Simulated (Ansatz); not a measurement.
# Electron scattering at the Σ3 (111) boundary in fcc Al

How much does the Σ3 (111) boundary in fcc Al reflect electrons?

Calculated with Ansatz 0.2.0; Ansatz plane-wave DFT, PBE, PAW files; relaxation of a bicrystal slab with its lowest layers held; PAW set soft_1, in the first sound run; inputs show where later runs differ.

Most raw output is cut from this account.

## (1) Starting point

The cell holds 8 atoms: 8 Al. Cell: a = 2.862 Å, b = 2.862 Å, c = 27.360 Å, α = 90.0°, β = 90.0°, γ = 120.0°. It derives from Al. built on the (1 1 1) plane; 1 overlapping atoms removed and the grains opened by 0 Å. Vacuum lies along c.

## (2) Relaxing the bicrystal

The boundary is built by mirroring the lower grain in the boundary plane and removing any atoms that overlap. A thin bicrystal slab is relaxed first, with the lowest layers held and the upper grain free to shift and open.

input.yaml reads:

```yaml
crystal:
  lattice:
    - [2.862347037, 0.0, 0.0]
    - [-1.4311735185, 2.4788652485, 0.0]
    - [0.0, 0.0, 27.3596759844]
  atoms:
    - { symbol: Al, position: [0.0, 0.0, 0.1827507023] }
    - { symbol: Al, position: [0.3333333333, 0.6666666667, 0.2681719101] }
    - { symbol: Al, position: [0.6666666667, 0.3333333333, 0.353593118] }
    - { symbol: Al, position: [0.0, 0.0, 0.4390143258] }
    - { symbol: Al, position: [0.6666666667, 0.3333333333, 0.5244355337] }
    - { symbol: Al, position: [0.3333333333, 0.6666666667, 0.6098567416] }
    - { symbol: Al, position: [0.0, 0.0, 0.6952779494] }
    - { symbol: Al, position: [0.6666666667, 0.3333333334, 0.7806991573] }
kpoints:
  mp_grid: { grid: [9, 9, 1] }
hamiltonian:
  xc: pbe
  pseudopotentials: { kind: paw, azcp: { folder: soft_1 } }
scf:
  occupations: { method: fermi_dirac, width: 0.1 }
relax:
  f_tol: 0.03
  max_steps: 80
  constraints: [{ sites: [0, 1] }]
```

Run with:

```sh
$ ansatz run input.yaml --threads 8 --pin off --max-ram 15360MiB --backend cpu --events-out ev --progress --plain --runs-dir out
```

Wall time 2.7 s (8 threads of Arm Neoverse N1, shared host); peak memory 0.48 GiB; 17 s of CPU time.

Relaxation path:

```tsv
step	energy less that of the first step (eV)	largest force component (eV/Å)
1	0.0000	0.0843
2	-0.0025	0.0344
3	-0.0026	0.0025
```

Forces are held to the 6 operations that the run works with; a distortion that breaks them can't arise in this run.

The atoms that moved most (Å):

```tsv
atom	dx	dy	dz	length
Al8	0.000	0.000	0.058	0.058
Al5	0.000	0.000	0.035	0.035
Al7	0.000	0.000	0.023	0.023
Al6	0.000	0.000	0.021	0.021
Al4	0.000	0.000	0.008	0.008
```

This step gave:

```yaml
free_energy: -4299.2680 eV
energy_at_zero_smearing: -4299.2094 eV
fermi_energy: 4.135 eV
```

The largest force component on a free atom ends at 0.0025 eV/Å, under the tolerance of 0.03, after 3 steps.

## (3) Transmission across the boundary

Bulk layers of each grain are laid under and over the relaxed boundary, and a lead is named in the middle of each, away from the free faces. The mesh across the current, 26×26, is finer than the density's, because channels open and close sharply across the zone. Energies from -0.1 to 0.1 eV in steps of 0.05 eV are too few for the program's thermal sum, so it prints no conductance; for a metal the transmission near the Fermi level serves, at a fraction of the cost.

This step: Ansatz plane-wave DFT, PBE, PAW files; ballistic transport by layer matching (Landauer), zero bias; boundary relaxed in a short slab, bulk layers laid on; PAW set soft_1 (Ansatz 0.2.0).

System of this step: Σ3 (111) boundary in fcc Al. The cell holds 19 atoms: 19 Al. Cell: a = 2.862 Å, b = 2.862 Å, c = 50.089 Å, α = 90.0°, β = 90.0°, γ = 120.0°. It derives from Al. Regions: lower grain, 8 atoms (8 Al); boundary, 5 atoms (5 Al); upper grain, 6 atoms (6 Al). Vacuum lies along c.

input.yaml reads:

```yaml
crystal:
  lattice:
    - [2.862347037, 0.0, 0.0]
    - [-1.4311735185, 2.4788652485, 0.0]
    - [0.0, 0.0, 50.089015587]
  atoms:
    - { symbol: Al, position: [-3.3333333333, -6.6666666666, 0.0798578282] }
    - { symbol: Al, position: [-3.0, -5.9999999999, 0.1265166922] }
    - { symbol: Al, position: [-2.6666666666, -5.3333333333, 0.1731755563] }
    - { symbol: Al, position: [-2.3333333333, -4.6666666666, 0.2198344204] }
    - { symbol: Al, position: [-2.0, -3.9999999999, 0.2664932844] }
    - { symbol: Al, position: [-1.6666666666, -3.3333333333, 0.3131521485] }
    - { symbol: Al, position: [-1.3333333333, -2.6666666666, 0.3598110125] }
    - { symbol: Al, position: [-1.0, -2.0, 0.4064698766] }
    - { symbol: Al, position: [0.3333333333, 0.6666666667, 0.4531287407] }
    - { symbol: Al, position: [0.6666666667, 0.3333333333, 0.4996935942] }
    - { symbol: Al, position: [0.0, 0.0, 0.5466056598] }
    - { symbol: Al, position: [0.6666666667, 0.3333333333, 0.5937988532] }
    - { symbol: Al, position: [0.3333333333, 0.6666666667, 0.6401889875] }
    - { symbol: Al, position: [-1.0, -2.0, 0.6868478515] }
    - { symbol: Al, position: [-1.3333333333, -2.6666666666, 0.7335067156] }
    - { symbol: Al, position: [-1.6666666666, -3.3333333333, 0.7801655796] }
    - { symbol: Al, position: [-2.0, -3.9999999999, 0.8268244437] }
    - { symbol: Al, position: [-2.3333333333, -4.6666666666, 0.8734833078] }
    - { symbol: Al, position: [-2.6666666666, -5.3333333333, 0.9201421718] }
kpoints:
  mp_grid: { grid: [10, 10, 1] }
hamiltonian:
  xc: pbe
  pseudopotentials: { kind: paw, azcp: { folder: soft_1 } }
scf:
  occupations: { method: fermi_dirac, width: 0.1 }
output:
  transmission:
    leads: [[5, 6], [14, 15]]
    kmesh: [26, 26]
    e_range: [-0.1, 0.1]
    de: 0.05
  write_potential: true
  write_density: true
  volumetric_format: npy
  elf: true
```

It took 20 s on 8 threads; peak memory 0.96 GiB; 2.4 min of CPU time.

Numbers from this step:

```
free energy                                    : -10211.8780 eV
energy at zero smearing                        : -10211.7339 eV
Fermi energy                                   : 6.619 eV
cell area                                      : 7.095 Å²
transmission per spin nearest the Fermi level  : 1.157
open channels per spin nearest the Fermi level : 1.359
open channels per spin, upper lead             : 1.359
step of the lead's potential                   : 20.9 meV
step of the upper lead's potential             : 18.6 meV
```

Per spin. Transmission, zone mean against energy, zero at the Fermi level:

```tsv
energy (eV)	transmission, zone mean
-0.1000	1.12
-0.0500	1.14
0.0000	1.16
0.0500	1.17
0.1000	1.19
```

Per spin. The open channels, zone mean by energy, zero at the Fermi level:

```tsv
energy (eV)	lead	upper lead
-0.1000	1.32	1.32
-0.0500	1.34	1.34
0.0000	1.36	1.36
0.0500	1.37	1.37
0.1000	1.37	1.39
```

Transmission over k1 and k2. At 0.0000 eV from the Fermi level.

Ten even steps from '_' (0.00) to '@' (1.95):
```
@@@@++@@@@@@______@@@@@@++@@@@@@@@@@@@==--==@@@@@@@@
@@++@@@@@@%%..::::..%%@@@@@@++@@@@@@@@==....==@@@@@@
++@@@@@@@@==::++++++::==@@@@@@@@++@@@@--==__==--@@@@
++@@@@@@##..--++++++++--..##@@@@@@++@@====____====@@
@@@@%%==..--++++++++++++++--..==%%@@@@==..______..==
##__..::--++++++++++++++++++++--::..__##--..====..--
##__::++++++++++++++++++++++++++++++::__##====--====
@@__::++++++++++++++++++++++++++++++++::__@@@@@@@@@@
++@@..++++++++++++++++++++++++++++++++++..@@++@@@@@@
++@@%%::++++++++++++++++++++++++++++++++::%%@@++@@@@
@@@@@@==--++++++++++++++++++++++++++++++--==@@@@@@@@
@@++@@@@..++++++++++++++++++++++++++++++++..@@@@++@@
@@@@@@@@##--++++++++++++++++++++++++++++++--##@@@@@@
@@@@++@@@@..++++++++++++++++++++++++++++++++..@@@@++
@@@@@@@@@@==--++++++++++++++++++++++++++++++--==@@@@
++@@@@++@@%%::++++++++++++++++++++++++++++++++::%%@@
++@@@@@@++@@..++++++++++++++++++++++++++++++++++..@@
@@@@@@@@@@@@__::++++++++++++++++++++++++++++++++::__
##====--====##__::++++++++++++++++++++++++++++++::__
##--..====..--##__..::--++++++++++++++++++++--::..__
@@==..______..==@@@@%%==..--++++++++++++++--..==%%@@
++@@====____====@@++@@@@@@##..--++++++++--..##@@@@@@
++@@@@--==__==--@@@@++@@@@@@@@==::++++++::==@@@@@@@@
@@@@@@@@==....==@@@@@@@@++@@@@@@%%..::::..%%@@@@@@++
@@@@@@@@@@==--==@@@@@@@@@@@@++@@@@@@______@@@@@@++@@
@@@@@@++++@@####@@++++@@@@@@@@@@++++@@####@@++++@@@@
```
Columns: k1 (b1) from -0.5 to 0.462; rows upwards: k2 (b2) from -0.5 to 0.462.

Open channels over k1 and k2. At 0.0000 eV from the Fermi level.

Values, 12 rows by 16 columns, each cell a mean:
```
1.78 1.61 2.00 1.69 1.00 1.21 1.87 1.72 1.82 1.88 1.96 1.98 1.31 1.63 1.94 2.00
1.48 2.00 1.92 1.30 1.00 1.00 1.09 1.38 1.85 1.91 1.57 1.85 1.11 0.18 1.01 1.94
1.73 1.31 1.14 1.00 1.00 1.00 1.00 1.00 1.00 1.24 1.31 1.45 1.37 0.92 0.85 1.42
1.54 1.07 1.00 1.00 1.00 1.00 1.00 1.00 1.00 1.00 1.00 1.00 1.22 1.86 1.81 2.00
1.62 1.81 1.18 1.00 1.00 1.00 1.00 1.00 1.00 1.00 1.00 1.00 1.08 1.93 1.69 2.00
1.82 1.89 1.71 1.04 1.00 1.00 1.00 1.00 1.00 1.00 1.00 1.00 1.01 1.50 1.89 1.82
1.95 1.70 1.96 1.41 1.00 1.00 1.00 1.00 1.00 1.00 1.00 1.00 1.00 1.00 1.80 1.72
1.48 1.94 1.57 1.66 1.00 1.00 1.00 1.00 1.00 1.00 1.00 1.00 1.00 1.00 1.09 1.67
1.91 1.70 1.56 1.67 1.28 1.00 1.00 1.00 1.00 1.00 1.00 1.00 1.00 1.00 1.00 1.00
1.72 1.30 0.37 0.47 1.67 1.63 1.72 1.49 1.19 1.00 1.00 1.00 1.00 1.14 1.70 1.77
1.62 1.91 1.30 0.64 1.41 1.93 1.69 1.76 1.94 1.78 1.18 1.00 1.07 1.92 2.00 1.76
2.00 1.93 1.54 1.75 1.83 1.79 1.64 1.95 1.82 1.82 1.50 1.46 1.50 1.79 1.54 1.78
```
Columns: k1 (b1) from -0.5 to 0.462; rows upwards: k2 (b2) from -0.5 to 0.462.

ELF in the ca plane at fractional y = 0.333, with atoms of Al within 0.2 Å of it. It is the smooth field of the valence electrons, not physical close to the nuclei.

Values, 5 rows by 16 columns, each cell a mean:
```
0.58 0.59 0.34 0.43 0.59 0.54 0.39 0.58 0.58 0.32 0.47 0.56 0.65 0.36 0.05 0.00
0.52 0.60 0.28 0.32 0.59 0.46 0.27 0.53 0.59 0.27 0.36 0.54 0.56 0.28 0.04 0.00
0.58 0.59 0.34 0.43 0.59 0.54 0.39 0.59 0.58 0.32 0.47 0.56 0.65 0.36 0.05 0.00
0.56 0.51 0.57 0.55 0.52 0.58 0.58 0.56 0.51 0.57 0.54 0.52 0.71 0.48 0.08 0.00
0.56 0.51 0.57 0.55 0.52 0.58 0.58 0.56 0.51 0.57 0.54 0.52 0.70 0.48 0.08 0.00
```
Columns run along c (16.0 Å, from fractional 0.68 to 1.00 of the cell), rows up along a (2.9 Å). Atoms in or near the plane, at fractional coordinates: Al at (0.73, 0.67), Al at (0.87, 0.67).

Electrostatic potential energy in the ca plane at fractional y = 0.333, with atoms of Al within 0.2 Å of it. With pseudopotentials it is smooth inside the atoms' cores, unlike the true potential.

Ten even steps from '0' (-9 eV) to '9' (11 eV), each cell a mean:
```
65677510015776567876567751001577656789999999
77787207603787788888778730661278778899999999
88887129912788888988888721992278888999999999
77787305403787778887778730440378777899999999
55577620026775567876557762002677556789999999
31257765567752136763125776556775213689999999
10157877778751026762015787777875102689999999
31367764467752246763135776446776324689999999
```
Columns run along c (16.0 Å, from fractional 0.68 to 1.00 of the cell; values clipped at the 3rd and 97th percentile), rows up along a (2.9 Å). Atoms in or near the plane, at fractional coordinates: Al at (0.73, 0.67), Al at (0.87, 0.67).

Valence density in the ca plane at fractional y = 0.333, with atoms of Al within 0.2 Å of it. It is the smooth field of the valence electrons, not physical close to the nuclei.

Ten even steps from '0' (0.00 e/Å³) to '9' (0.21 e/Å³), each cell a mean:
```
89998997799899987778999899779988998631000000
78989963479989876567898997447998887531000000
78889952369988875557888996336998887531000000
89989974479989876667898997447998997531000000
99998998899899997779999899889988998631000000
99988899988889999899998888999888999741000000
99987789987789999999998878998778999741000000
99988899998899999899998889999888999641000000
```
Columns run along c (16.0 Å, from fractional 0.68 to 1.00 of the cell), rows up along a (2.9 Å). Atoms in or near the plane, at fractional coordinates: Al at (0.73, 0.67), Al at (0.87, 0.67).

Over the solved energies the transmission per spin lies between 1.12 and 1.19, out of 1.35 channels of the lead on average (up to 1.37).

## (4) Specific resistance

This step: Ansatz plane-wave DFT, PBE, PAW files; ballistic transport by layer matching (Landauer), zero bias; specific resistance of the boundary; PAW set soft_1 (Ansatz 0.2.0).

Numbers from this step:

```yaml
area_resistance: 0.1172 fΩ m²
t_over_the_leads_mean_channel_count: 0.8523
```

Averaged over the energies near the Fermi level, 85.2 % of the channels pass, which makes 0.117 fΩ m².

By hand, with T and the leads' channels N averaged over the energies near the Fermi level: RA = A (h/2e²)(1/T − ½[1/N₁ + 1/N₂]) = 7.095×10⁻²⁰ m² × 12 906 Ω × (1/1.154 − ½[1/1.352 + 1/1.356]) = 0.117 fΩ m².

## (5) Single-crystal slab for reference

The free faces cost energy too. A single-crystal slab with the same faces and held layers is relaxed, so that they cancel.

This step: Ansatz plane-wave DFT, PBE, PAW files; relaxation of a single-crystal slab with its lowest layers held; PAW set soft_1 (Ansatz 0.2.0).

System of this step: Al slab, plane (1, 1, 1). The cell holds 8 atoms: 8 Al. Its edges and angles: a = 2.862 Å, b = 2.862 Å, c = 27.360 Å, α = 90.0°, β = 90.0°, γ = 120.0°. It derives from Al. Vacuum lies along c.

input.yaml reads:

```yaml
crystal:
  lattice:
    - [2.862347037, 0.0, 0.0]
    - [-1.4311735185, 2.4788652485, 0.0]
    - [0.0, 0.0, 27.3596759844]
  atoms:
    - { symbol: Al, position: [0.6666666667, 0.3333333334, 0.1827507023] }
    - { symbol: Al, position: [0.0, 1.0e-10, 0.2681719101] }
    - { symbol: Al, position: [0.3333333334, 0.6666666667, 0.353593118] }
    - { symbol: Al, position: [0.6666666667, 0.3333333334, 0.4390143258] }
    - { symbol: Al, position: [0.0, 0.0, 0.5244355337] }
    - { symbol: Al, position: [0.3333333333, 0.6666666667, 0.6098567416] }
    - { symbol: Al, position: [0.6666666667, 0.3333333333, 0.6952779494] }
    - { symbol: Al, position: [0.0, 0.0, 0.7806991573] }
kpoints:
  mp_grid: { grid: [9, 9, 1] }
hamiltonian:
  xc: pbe
  pseudopotentials: { kind: paw, azcp: { folder: soft_1 } }
scf:
  occupations: { method: fermi_dirac, width: 0.1 }
relax:
  f_tol: 0.03
  max_steps: 80
  constraints: [{ sites: [0, 1] }]
```

Wall time 2.8 s (8 threads); peak memory 0.48 GiB; 18 s of CPU time.

The steps of the relaxation:

```tsv
step	energy less that of the first step (eV)	largest force component (eV/Å)
1	0.0000	0.1103
2	-0.0024	0.0461
3	-0.0026	0.0028
```

The atoms that moved most (Å):

```tsv
atom	dx	dy	dz	length
Al8	0.000	0.000	0.048	0.048
Al6	0.000	0.000	-0.006	0.006
```

Final coordinates:

```
Al
1.0
     2.86235    0.00000    0.00000
    -1.43117    2.47887    0.00000
     0.00000    0.00000   27.35968
Al
8
Direct
  0.66667 0.33333 0.18275
  0.00000 0.00000 0.26817
  0.33333 0.66667 0.35371
  0.66667 0.33333 0.43894
  0.00000 0.00000 0.52443
  0.33333 0.66667 0.60963
  0.66667 0.33333 0.69540
  0.00000 0.00000 0.78247
```

This step gave:

- free energy: -4299.2861 eV
- energy at zero smearing: -4299.2317 eV
- Fermi energy: 4.130 eV

The largest force component on a free atom ends at 0.0028 eV/Å, under the tolerance of 0.03, after 3 steps.

## (6) Bulk reference

The perfect crystal gives the energy per atom, for the atoms by which bicrystal and slab differ.

This step: Ansatz plane-wave DFT, PBE, PAW files; bulk reference; PAW set soft_1 (Ansatz 0.2.0).

System of this step: Al. The structure is cubic, space group Fm-3m (No. 225). Conventional cell: a = 4.048 Å, b = 4.048 Å, c = 4.048 Å, α = 90.00°, β = 90.00°, γ = 90.00°. Nearest to Al lie 12 Al at 2.86 Å.

input.yaml, the sections that differ from step 5:

```yaml
crystal:
  lattice:
    - [0.0, 2.023985, 2.023985]
    - [2.023985, 0.0, 2.023985]
    - [2.023985, 2.023985, 0.0]
  atoms:
    - { symbol: Al, position: [0.0, 0.0, 0.0] }
kpoints:
  mp_grid: { grid: [18, 18, 18] }
# hamiltonian, scf: as in step 5
# relax: removed
```

Elapsed: 0.47 s, on 8 threads; peak memory 0.25 GiB.

Numbers from this step:

| Item | Value |
| --- | --- |
| free energy | -537.5084 eV |
| energy at zero smearing | -537.5011 eV |
| Fermi energy | 7.869 eV |

## (7) Boundary energy

This step: Ansatz plane-wave DFT, PBE, PAW files; bicrystal less single-crystal slab less bulk atoms, a boundary area; PAW set soft_1 (Ansatz 0.2.0).

This step gave:

```
excess energy of the cell : 0.02237 eV
boundary energy           : 0.05051 J/m²
```

The boundary costs 0.051 J/m².

By hand: 0.0224 eV / 7.095 Å² × 16.02 = 0.0505 J/m².

## (8) Summary of results

```yaml
specific_resistance_of_the_boundary: 0.117 fΩ m²
share_of_channels_that_pass: 0.852
boundary_energy: 0.0505 J/m²
```

In words: The boundary has a specific resistance of 0.12 fΩ m² and an energy of 0.051 J/m². The boundary reflects 15 % of the channels; 0.12 fΩ m² is 1.2×10⁻¹² Ω·cm². That equals the resistance of 4.3 nm of bulk Al at 300 K (measured 2.733 µΩ cm, CRC Handbook of Chemistry and Physics, 84th ed., 2003, Electrical Resistivity of Pure Metals).

[Logs are printed without paths, hosts, clocks, repeated set-up lines and the standing remarks that a program may print on its own settings, such as how far it seeks lower states.]

[Hosts, paths, dates, database ids (printed as entryN), source tags and the programs' standing remarks are cut or masked in the printed files.]
